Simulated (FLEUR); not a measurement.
# NdH2: which magnetic order is lowest, part 3 of 3

Aim: find out whether NdH2 carries moments, and which collinear order costs least.

FLEUR MaX-R8.1; LDA (VWN) with U = 7.5 eV on Nd f; all-electron FLAPW, Dirac cores, scalar-relativistic bands.

So far. Step 2 (Start 1: ferro +): After 23 cycles the largest moment stands at 3.08 μB. Step 3 (Order 2, typed as antiferro q=(0,0,1/2) +-): It lies 2.67 meV a seeded atom over the first start, and its largest moment is 3.07 μB against 3.08 μB.

## Step 4: An attempt with other settings

An input with a fault is tried, to see how the program answers.

inp.xml reads:

```
<?xml version="1.0" encoding="UTF-8" standalone="no"?>
<fleurInput fleurInputVersion="0.39">
   <comment>
      NdH2
   </comment>
   <calculationSetup>
      <cutoffs Kmax="3.6" Gmax="10.8" GmaxXC="10.8" numbands="0"/>
      <scfLoop itmax="75" minDistance="0.0001" maxIterBroyd="15" imix="straight" alpha="0.6" precondParam="0.0" spinf="2.0" sdNocoIR="T"/>
      <coreElectrons ctail="T" frcor="F" kcrel="0" coretail_lmax="0"/>
      <xcFunctional name="vwn" relativisticCorrections="F"/>
      <magnetism jspins="2"/>
      <soc l_soc="F" theta="0.0" phi="0.0" spav="F"/>
      <expertModes spex="0" secvar="F"/>
      <geometryOptimization l_f="F" forcealpha="1.0" forcemix="BFGS" epsdisp="0.00001" epsforce="0.00001"/>
      <ldaU l_linMix="F" mixParam="0.05" spinf="1.0"/>
   </calculationSetup>
   <cell>
      <bzIntegration valenceElectrons="16.0" mode="hist" fermiSmearingEnergy="0.00293995">
         <kPointListSelection listName="default-1"/>
         <xi:include xmlns:xi="http://www.w3.org/2001/XInclude" href="kpts.xml"> </xi:include>
      </bzIntegration>
      <xi:include xmlns:xi="http://www.w3.org/2001/XInclude" href="sym.xml"> </xi:include>
      <bulkLattice scale="1.0">
         <bravaisMatrix>
            <row-1>    0.0000000000000000     5.1684009507809998     5.1684009507809998</row-1>
            <row-2>    5.1684009507809998     0.0000000000000000     5.1684009507809998</row-2>
            <row-3>    5.1684009507809998     5.1684009507809998     0.0000000000000000</row-3>
         </bravaisMatrix>
      </bulkLattice>
   </cell>
   <atomSpecies>
      <species name="Neodymium 3.001" element="Nd" atomicNumber="60">
         <mtSphere radius="2.8" gridPoints="925" logIncrement="0.014"/>
         <atomicCutoffs lmax="10" lnonsphr="8"/>
         <electronConfig flipSpins="F">
            <coreConfig>(1s1/2) (2s1/2) (2p1/2) (2p3/2) (3s1/2) (3p1/2) (3p3/2) (4s1/2) (3d3/2) (3d5/2) (4p1/2) (4p3/2) (4d3/2) (4d5/2)</coreConfig>
            <valenceConfig>(5s1/2) (5p1/2) (5p3/2) (6s1/2) (4f5/2) (4f7/2)</valenceConfig>
            <stateOccupation state="(4f5/2)" spinUp="1.2147857142857" spinDown="0.4995"/>
            <stateOccupation state="(4f7/2)" spinUp="2.2857142857143" spinDown="0.0"/>
         </electronConfig>
         <energyParameters s="6" p="6" d="5" f="4"/>
         <ldaU l="3" U="7.5" J="0.0" l_amf="F"/>
         <lo type="SCLO" l="0" n="5" eDeriv="0"/>
         <lo type="SCLO" l="1" n="5" eDeriv="0"/>
      </species>
      <species name="Hydrogen (H)" element="H" atomicNumber="1">
         <mtSphere radius="1.32" gridPoints="437" logIncrement="0.019"/>
         <atomicCutoffs lmax="6" lnonsphr="4"/>
         <electronConfig flipSpins="F">
            <coreConfig></coreConfig>
            <valenceConfig>(1s1/2)</valenceConfig>
            <stateOccupation state="(1s1/2)" spinUp="0.500000" spinDown="0.500000"/>
         </electronConfig>
         <energyParameters s="1" p="2" d="3" f="4"/>
      </species>
   </atomSpecies>
   <atomGroups>
      <atomGroup species="Neodymium 3.001">
         <relPos label="                   1">.0000000000 .0000000000 .0000000000</relPos>
         <force calculate="T" relaxXYZ="TTT"/>
      </atomGroup>
      <atomGroup species="Hydrogen (H)">
         <relPos label="                   2">1.000/4.000 1.000/4.000 1.000/4.000</relPos>
         <relPos label="                   3">-1.000/4.000 -1.000/4.000 -1.000/4.000</relPos>
         <force calculate="T" relaxXYZ="TTT"/>
      </atomGroup>
   </atomGroups>
   <output dos="F" band="F" slice="F">
      <bandDOS minEnergy="-.5*Htr" maxEnergy="0.5*Htr" sigma="0.015" storeEVData="T"/>
      <plotting iplot="0" polar="F">
         <plot TwoD="T" vec1="  1.0  0.0  0.0" vec2="  0.0  1.0  0.0" vec3="  0.0  0.0  1.0" zero="  0.0  0.0  0.0" file="plot"/>
      </plotting>
      <moessbauerParams electricFieldGradient="F" isomerShift="F" coreHyperfine="F" valenceHyperfine="F"/>
   </output>
</fleurInput>
```

crystal.txt reads:

```
NdH2
&input film=F cartesian=F /
0.00000000000  2.73500000000  2.73500000000
2.73500000000  0.00000000000  2.73500000000
2.73500000000  2.73500000000  0.00000000000
1.8897261246
1.0 1.0 1.0

3
60 0.00000000000  0.00000000000  0.00000000000 : 3.001
1 0.25000000000  0.25000000000  0.25000000000
1 0.75000000000  0.75000000000  0.75000000000

&kpt div1=8 div2=8 div3=8 gamma=T /
```

Started as:

```
$ OMP_NUM_THREADS=1 inpgen -f crystal.txt > inpgen.log  # inp.xml is then edited as shown
$ OMP_NUM_THREADS=1 mpirun -n 4 fleur_MPI > fleur.log
```

The program printed:

```text
[banner, memory and clock lines left out]
Welcome to FLEUR        (www.flapw.de)
      MaX-Release 8.1          (www.max-centre.eu)

 ========== k-point set info ==========
 Selected k-point list: default-1
 k-point list type: mesh
 0 x 0 x 0
 Number of k points: 32

 [... set-up left out ...]
 Reset of history
 Iteration:     1   Distance:      38.49163123 me/bohr^3
Nuclear radius smaller than smallest radial mesh point for atom type 2 -- skipping its core isomer shift
 Iteration:     2   Distance:     125.87414830 me/bohr^3
Nuclear radius smaller than smallest radial mesh point for atom type 2 -- skipping its core isomer shift
 Invalid elements in DFT+U matrix after mixing:
 Reset of history
 Iteration:     3   Distance:     266.17693696 me/bohr^3
Nuclear radius smaller than smallest radial mesh point for atom type 2 -- skipping its core isomer shift
 Iteration:     4   Distance:     595.40106624 me/bohr^3
Nuclear radius smaller than smallest radial mesh point for atom type 2 -- skipping its core isomer shift
************FLEUR-Warning*****************
Error message: You lost too much charge
Error from PE:0/4
*****************************************
Warnings not ignored. To make the warning nonfatal create a file 'JUDFT_WARN_ONLY' in the working directory or start FLEUR with the -warn_only command line option.
Memory (rank 0): 0.061 GB (peak 0.063 GB)

--- out.xml (last complete iteration) ---
<iteration numberForCurrentRun="    4" overallNumber="    4">
         [... left out ...]
         <bandgap value="24.9233217033" units="eV"/>
         <sumValenceSingleParticleEnergies value="-52.2608145851" units="Htr"/>
         <FermiEnergy value="-3.0989672694" units="Htr"/>
         [... left out ...]
         <magneticMomentsInMTSpheres units="muBohr">
            <globalMagMoment atomType="1" vec="0.00000   0.00000   0.00005"/>
            <globalMagMoment atomType="2" vec="0.00000   0.00000   0.00000"/>
         </magneticMomentsInMTSpheres>
         [... left out ...]
         <totalEnergy value="    -9664.2073942638" units="Htr">
            <sumOfEigenvalues value="    -6233.4602225172">
               <coreElectrons value="-6181.1994079322"/>
               <valenceElectrons value="-52.2608145851"/>
            </sumOfEigenvalues>
         [... left out ...]
            <freeEnergy value="-9664.2073942638"/>
            <extrapolationTo0K value="-9664.2073942638"/>
         </totalEnergy>
         [... left out ...]
         <ldaUDensityMatrixConvergence>
            <distance spin="1" distance="5.908928"/>
            <distance spin="2" distance="7.717676"/>
         </ldaUDensityMatrixConvergence>
         <densityConvergence units="me/bohr^3">
            <chargeDensity spin="1" distance="271.0323086799"/>
            <chargeDensity spin="2" distance="325.1189966437"/>
            <overallChargeDensity distance="595.4010662384"/>
            <spinDensity distance="61.8006389626"/>
         </densityConvergence>
      </iteration>
```

It took 6.3 s on 4 MPI ranks of Intel Xeon Platinum 8488C (Sapphire Rapids), shared host; peak memory 0.24 GiB.

The run ended with an error.

The program's message: “You lost too much charge”

The fault in the input: linear mixing far too strong.

Taking so much of each new density makes the cycles overshoot; a small alpha with Anderson mixing is the cure.

## Step 5: Energies of the orders

Free energies are divided by the number of seeded atoms, so that cells of unlike size compare. Wavevectors q in the names are fractions of the primitive cell's reciprocal vectors.

Orders:

```csv
start,final state,typed order kept,energy over the lowest (meV a seeded atom),largest sphere moment (μB),net moment (μB a primitive cell),mesh matched,CPU time (s)
ferro +,ferromagnetic,yes,0,3.077,3.178,yes,46.51
"antiferro q=(0,0,1/2) +-",antiferromagnetic,yes,2.675,3.073,0,yes,387.9
```

## Step 6: Spin–orbit coupling, moments along [001]

Spin–orbit coupling ties the spins to the lattice and lets orbital moments form.

A new self-consistent run of the start ferro +, with the moments along z. Here n_mmp_mat seeds f states of whole m by Hund's three rules. The k list default-1 (kpts.xml, not shown) is a Γ-centred 8×8×8 mesh.

inp.xml reads:

```
<?xml version="1.0" encoding="UTF-8" standalone="no"?>
<fleurInput fleurInputVersion="0.39">
   <comment>
      NdH2
   </comment>
   <calculationSetup>
      <cutoffs Kmax="3.6" Gmax="10.8" GmaxXC="10.8" numbands="76"/>
      <scfLoop itmax="130" minDistance="0.0001" maxIterBroyd="15" imix="Anderson" alpha="0.05" precondParam="0.0" spinf="2.0" sdNocoIR="T"/>
      <coreElectrons ctail="T" frcor="F" kcrel="0" coretail_lmax="0"/>
      <xcFunctional name="vwn" relativisticCorrections="F"/>
      <magnetism jspins="2"/>
      <soc l_soc="T" theta="0.0" phi="0.0" spav="F"/>
      <expertModes spex="0" secvar="F"/>
      <geometryOptimization l_f="F" forcealpha="1.0" forcemix="BFGS" epsdisp="0.00001" epsforce="0.00001"/>
      <ldaU l_linMix="F" mixParam="0.05" spinf="1.0"/>
   </calculationSetup>
   <cell>
      <bzIntegration valenceElectrons="16.0" mode="hist" fermiSmearingEnergy="0.00293995">
         <kPointListSelection listName="default-1"/>
         <xi:include xmlns:xi="http://www.w3.org/2001/XInclude" href="kpts.xml"> </xi:include>
      </bzIntegration>
      <xi:include xmlns:xi="http://www.w3.org/2001/XInclude" href="sym.xml"> </xi:include>
      <bulkLattice scale="1.0">
         <bravaisMatrix>
            <row-1>    0.0000000000000000     5.1684009507809998     5.1684009507809998</row-1>
            <row-2>    5.1684009507809998     0.0000000000000000     5.1684009507809998</row-2>
            <row-3>    5.1684009507809998     5.1684009507809998     0.0000000000000000</row-3>
         </bravaisMatrix>
      </bulkLattice>
   </cell>
   <atomSpecies>
      <species name="Neodymium 3.001" element="Nd" atomicNumber="60">
         <mtSphere radius="2.8" gridPoints="925" logIncrement="0.014"/>
         <atomicCutoffs lmax="10" lnonsphr="8"/>
         <electronConfig flipSpins="F">
            <coreConfig>(1s1/2) (2s1/2) (2p1/2) (2p3/2) (3s1/2) (3p1/2) (3p3/2) (4s1/2) (3d3/2) (3d5/2) (4p1/2) (4p3/2) (4d3/2) (4d5/2)</coreConfig>
            <valenceConfig>(5s1/2) (5p1/2) (5p3/2) (6s1/2) (4f5/2) (4f7/2)</valenceConfig>
            <stateOccupation state="(4f5/2)" spinUp="1.2147857142857" spinDown="0.4995"/>
            <stateOccupation state="(4f7/2)" spinUp="2.2857142857143" spinDown="0.0"/>
         </electronConfig>
         <energyParameters s="6" p="6" d="5" f="4"/>
         <ldaU l="3" U="7.5" J="0.0" l_amf="F"/>
         <lo type="SCLO" l="0" n="5" eDeriv="0"/>
         <lo type="SCLO" l="1" n="5" eDeriv="0"/>
      </species>
      <species name="Hydrogen (H)" element="H" atomicNumber="1">
         <mtSphere radius="1.32" gridPoints="437" logIncrement="0.019"/>
         <atomicCutoffs lmax="6" lnonsphr="4"/>
         <electronConfig flipSpins="F">
            <coreConfig></coreConfig>
            <valenceConfig>(1s1/2)</valenceConfig>
            <stateOccupation state="(1s1/2)" spinUp="0.500000" spinDown="0.500000"/>
         </electronConfig>
         <energyParameters s="1" p="2" d="3" f="4"/>
      </species>
   </atomSpecies>
   <atomGroups>
      <atomGroup species="Neodymium 3.001">
         <relPos label="                   1">.0000000000 .0000000000 .0000000000</relPos>
         <force calculate="T" relaxXYZ="TTT"/>
      </atomGroup>
      <atomGroup species="Hydrogen (H)">
         <relPos label="                   2">1.000/4.000 1.000/4.000 1.000/4.000</relPos>
         <relPos label="                   3">-1.000/4.000 -1.000/4.000 -1.000/4.000</relPos>
         <force calculate="T" relaxXYZ="TTT"/>
      </atomGroup>
   </atomGroups>
   <output dos="F" band="F" slice="F">
      <bandDOS minEnergy="-.5*Htr" maxEnergy="0.5*Htr" sigma="0.015" storeEVData="T"/>
      <plotting iplot="0" polar="F">
         <plot TwoD="T" vec1="  1.0  0.0  0.0" vec2="  0.0  1.0  0.0" vec3="  0.0  0.0  1.0" zero="  0.0  0.0  0.0" file="plot"/>
      </plotting>
      <moessbauerParams electricFieldGradient="F" isomerShift="F" coreHyperfine="F" valenceHyperfine="F"/>
   </output>
</fleurInput>
```

crystal.txt reads:

```
NdH2
&input film=F cartesian=F /
0.00000000000  2.73500000000  2.73500000000
2.73500000000  0.00000000000  2.73500000000
2.73500000000  2.73500000000  0.00000000000
1.8897261246
1.0 1.0 1.0

3
60 0.00000000000  0.00000000000  0.00000000000 : 3.001
1 0.25000000000  0.25000000000  0.25000000000
1 0.75000000000  0.75000000000  0.75000000000

&soc 0.0000000 0.0000000 /
&kpt div1=8 div2=8 div3=8 gamma=T /
```

The program printed:

```text
[banner, memory and clock lines left out]
Welcome to FLEUR        (www.flapw.de)
      MaX-Release 8.1          (www.max-centre.eu)

 ========== k-point set info ==========
 Selected k-point list: default-1
 k-point list type: mesh
 0 x 0 x 0
 Number of k points: 80

 [... set-up left out ...]
 Iteration:     1   Distance:      25.66403483 me/bohr^3
Nuclear radius smaller than smallest radial mesh point for atom type 2 -- skipping its core isomer shift
 Iteration:     2   Distance:      22.33761942 me/bohr^3
Nuclear radius smaller than smallest radial mesh point for atom type 2 -- skipping its core isomer shift
 Iteration:     3   Distance:      13.81575092 me/bohr^3
Nuclear radius smaller than smallest radial mesh point for atom type 2 -- skipping its core isomer shift
 Iteration:     4   Distance:      10.31840016 me/bohr^3
Nuclear radius smaller than smallest radial mesh point for atom type 2 -- skipping its core isomer shift
 Iteration:     5   Distance:       3.29799350 me/bohr^3
Nuclear radius smaller than smallest radial mesh point for atom type 2 -- skipping its core isomer shift
 Iteration:     6   Distance:       2.14572432 me/bohr^3
Nuclear radius smaller than smallest radial mesh point for atom type 2 -- skipping its core isomer shift
 Iteration:     7   Distance:       0.30937467 me/bohr^3
Nuclear radius smaller than smallest radial mesh point for atom type 2 -- skipping its core isomer shift
 Iteration:     8   Distance:       0.18002505 me/bohr^3
Nuclear radius smaller than smallest radial mesh point for atom type 2 -- skipping its core isomer shift
[... lines left out ...]
[... 110 iterations left out ...]
[... lines left out ...]
Nuclear radius smaller than smallest radial mesh point for atom type 2 -- skipping its core isomer shift
 Iteration:   125   Distance:       0.07558539 me/bohr^3
Nuclear radius smaller than smallest radial mesh point for atom type 2 -- skipping its core isomer shift
 Iteration:   126   Distance:       0.07813275 me/bohr^3
Nuclear radius smaller than smallest radial mesh point for atom type 2 -- skipping its core isomer shift
 Iteration:   127   Distance:       0.07808335 me/bohr^3
Nuclear radius smaller than smallest radial mesh point for atom type 2 -- skipping its core isomer shift
 Iteration:   128   Distance:       0.07845168 me/bohr^3
Nuclear radius smaller than smallest radial mesh point for atom type 2 -- skipping its core isomer shift
 Iteration:   129   Distance:       0.07722455 me/bohr^3
Nuclear radius smaller than smallest radial mesh point for atom type 2 -- skipping its core isomer shift
 Iteration:   130   Distance:       0.07194777 me/bohr^3

 ********************************************************************
 Run finished successfully
 Stop message:
   all done
 ********************************************************************

--- out.xml (last complete iteration) ---
<iteration numberForCurrentRun="  130" overallNumber="  130">
         [... left out ...]
         <bandgap value="0.0000000000" units="eV"/>
         <sumValenceSingleParticleEnergies value="-3.7720059933" units="Htr"/>
         <FermiEnergy value="0.2751171152" units="Htr"/>
         [... left out ...]
         <magneticMomentsInMTSpheres units="muBohr">
            <globalMagMoment atomType="1" vec="0.00000   0.00000   3.06809"/>
            <globalMagMoment atomType="2" vec="0.00000   0.00000  -0.00829"/>
         </magneticMomentsInMTSpheres>
         <orbitalMomentsInMTSpheres units="muBohr">
            <globalMagMoment atomType="1" vec="0.00000   0.00000  -5.87701"/>
            <globalMagMoment atomType="2" vec="0.00000   0.00000   0.00055"/>
         </orbitalMomentsInMTSpheres>
         [... left out ...]
         <totalEnergy value="    -9624.3949644209" units="Htr">
            <sumOfEigenvalues value="    -5939.9836917802">
               <coreElectrons value="-5936.2116857869"/>
               <valenceElectrons value="-3.7720059933"/>
            </sumOfEigenvalues>
         [... left out ...]
            <freeEnergy value="-9624.3955866930"/>
            <extrapolationTo0K value="-9624.3952755570"/>
         </totalEnergy>
         [... left out ...]
         <ldaUDensityMatrixConvergence>
            <distance spin="1" distance="0.007317"/>
            <distance spin="2" distance="0.000006"/>
         </ldaUDensityMatrixConvergence>
         <densityConvergence units="me/bohr^3">
            <chargeDensity spin="1" distance="0.0718973896"/>
            <chargeDensity spin="2" distance="0.0004903879"/>
            <overallChargeDensity distance="0.0719477690"/>
            <spinDensity distance="0.0718503220"/>
         </densityConvergence>
      </iteration>
```

Elapsed: 5.7 min, on 4 MPI ranks; peak memory 0.36 GiB.

The run stopped without converging, so none of its numbers is a property of the system.

After 130 cycles the density distance stands at 0.072 me/bohr³, above the threshold of 0.0001.

## Step 7: Outcome

```
lowest state found       : ferromagnetic (typed ferro +)
largest site spin moment : 3.08 μB
next finished state      : antiferromagnetic, 2.67 meV a seeded atom higher
```

What this shows: The lowest state found is ferromagnetic, reached from the start ferro +, with moments up to 3.08 μB. The two lowest states lie so close that the mesh, the functional or spin–orbit coupling could swap them. The self-consistent run with spin–orbit coupling gave no result. Only 2 starts were tried; other patterns of signs, canted and longer-period orders were not. Open f shells have many stationary orbital fillings, so the state need not be the lowest, and spin-only moments miss the orbital part.

[Logs and program files are shortened in this print: banners, set-up blocks, solver, clock and traceback lines can be left out without a mark of their own.]

[Logs are printed without paths, hosts, clocks, repeated set-up lines and the standing remarks that a program may print on its own settings, such as how far it seeks lower states.]

[Hosts, paths, dates, database ids (printed as entryN), source tags and the programs' standing remarks are cut or masked in the printed files.]

[Where a cell is said to come from a database of computed structures, the database is the Materials Project.]
